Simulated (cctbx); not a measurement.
## Occupancies in SrPr3Fe2Ru2S12

Cell a = 6.6850 Å, b = 9.4840 Å, c = 6.7740 Å, α = 90.00°, β = 90.41°, γ = 90.00°; space group Pm (no. 6); nominal formula SrPr3Fe2Ru2S12.

The data are simulated with cctbx, not measured: Mo Kα, λ = 0.71073 Å, to d = 0.6 Å, 95 % of the full sphere, strongest reflection 70000 counts, noise from counting, a 2 % proportional error and a noise floor of 8 counts (s.d.); no absorption.

With every site full:

```text
Rint 0.018, 4348 unique reflections to 0.60 A
cycle     R1     wR2    GooF  max shift (A)
   1  0.1396  0.3150   8.863   0.01208
   3  0.0374  0.1054   2.967   0.00003
final R1 0.0374 wR2 0.1054 GooF 2.967  parameters 102  data/parameter 42.6
atom        x        y        z      Ueq    occ   su(xyz)  su(Uiso or U11)
Pr1    0.98534  0.00000  0.03353   0.0163  1.000  0.00010  0.0004
Pr2    0.50616  0.00000  0.54791   0.0091  1.000  0.00008  0.0003
Pr3    0.00895  0.50000  0.95673   0.0087  1.000  0.00007  0.0003
Ru1    0.99961  0.25074  0.50324   0.0154  1.000  0.00016  0.0002
Sr1    0.49377  0.50000  0.46804   0.0123  1.000  0.00021  0.0005
Fe2    0.50047  0.74708  0.00237   0.0063  1.000  0.00026  0.0003
S1     0.07946  0.00000  0.47917   0.0135  1.000  0.00047  0.0010
S2     0.42984  0.00000  0.98954   0.0172  1.000  0.00053  0.0013
S3     0.93943  0.50000  0.51256   0.0203  1.000  0.00062  0.0012
S4     0.59281  0.50000  0.01037   0.0162  1.000  0.00054  0.0011
S5     0.28029  0.28076  0.72335   0.0175  1.000  0.00040  0.0009
S6     0.20327  0.71621  0.20141   0.0162  1.000  0.00038  0.0009
S7     0.71528  0.79483  0.28940   0.0163  1.000  0.00038  0.0009
S8     0.78601  0.20483  0.78139   0.0134  1.000  0.00036  0.0009
difference map: max 6.14 min -4.02 rms 0.45
Q1    0.5275  0.2542  0.0237    2    6.21  0.23 A from Fe2
Q2    0.5018  0.0000  0.5175    1    4.01  0.21 A from Pr2
Q3    0.9862  0.2519  0.4764    2    3.94  0.20 A from Ru1
Q4    0.5096  0.5000  0.4886    1    3.17  0.17 A from Sr1
Q5    0.9980  0.5000  0.9796    1    2.10  0.17 A from Pr3
Q6    0.5054  0.5000  0.6007    1    1.82  0.90 A from Sr1
```

With the occupancies of the suspect sites free, each still typed as its main element:

```text
Rint 0.018, 4348 unique reflections to 0.60 A
cycle     R1     wR2    GooF  max shift (A)
   1  0.0939  0.2211   6.224   0.00158
  20  0.0155  0.0348   0.981   0.00009
final R1 0.0154 wR2 0.0346 GooF 0.975  parameters 104  data/parameter 41.8
atom        x        y        z      Ueq    occ   su(xyz)  su(Uiso or U11)
Pr1    0.98546  0.00000  0.03350   0.0111  0.828  0.00003  0.0001
Pr2    0.50617  0.00000  0.54793   0.0102  1.000  0.00003  0.0001
Pr3    0.00892  0.50000  0.95686   0.0099  1.000  0.00002  0.0001
Ru1    0.99975  0.25077  0.50244   0.0168  1.000  0.00005  0.0001
Sr1    0.49380  0.50000  0.46865   0.0137  1.000  0.00007  0.0002
Fe2    0.50080  0.74702  0.00249   0.0123  1.173  0.00008  0.0001
S1     0.07848  0.00000  0.47962   0.0159  1.000  0.00017  0.0004
S2     0.42804  0.00000  0.98981   0.0183  1.000  0.00018  0.0004
S3     0.93822  0.50000  0.51252   0.0224  1.000  0.00020  0.0004
S4     0.59326  0.50000  0.01040   0.0186  1.000  0.00019  0.0004
S5     0.28086  0.28033  0.72279   0.0186  1.000  0.00013  0.0003
S6     0.20267  0.71659  0.20169   0.0180  1.000  0.00013  0.0003
S7     0.71565  0.79495  0.28928   0.0179  1.000  0.00013  0.0003
S8     0.78567  0.20458  0.78171   0.0146  1.000  0.00012  0.0003
su of occupancy Pr1: 0.001
su of occupancy Fe2: 0.002
difference map: max 0.74 min -0.52 rms 0.12
Q1    0.5189  0.2635  0.0422    2    0.74  0.31 A from Fe2
Q2    0.4455  0.2532  0.9917    2    0.69  0.38 A from Fe2
Q3    0.8859  0.0000  0.9971    1    0.50  0.71 A from Pr1
Q4    0.4829  0.3738  0.7870    2    0.49  1.67 A from S5
Q5    0.4743  0.3632  0.9511    2    0.48  1.12 A from Fe2
Q6    0.3205  0.0000  0.2673    1    0.47  2.02 A from S2
```

**Question.** What is the disorder?

X-rays count electrons. Pr1 refines to 0.828(0.001), or 48.9 electrons; the site truly holds 0.7 Pr and 0.3 Fe, 49.1 electrons, which is 0.832 of Pr; Fe2 refines to 1.173(0.002), or 30.5 electrons; the site truly holds 0.85 Fe and 0.15 Pr, 30.9 electrons, which is 1.190 of Fe. A value under 1 can't tell vacancies from a lighter guest, and one over 1 needs a heavier guest; chemistry or a second radiation must settle which. Occupancy correlates with U and the scale, and the two elements' form factors differ in shape, so the match is approximate.

Freeing them takes R1 from 0.0374 to 0.0154 and GooF from 2.97 to 0.97.

This is a model crystal, built by substitution and not relaxed, with assumed displacement parameters.

[Middle refinement cycles are left out of these outputs.]

[Logs are printed without paths, hosts, clocks, repeated set-up lines and the standing remarks that a program may print on its own settings, such as how far it seeks lower states.]
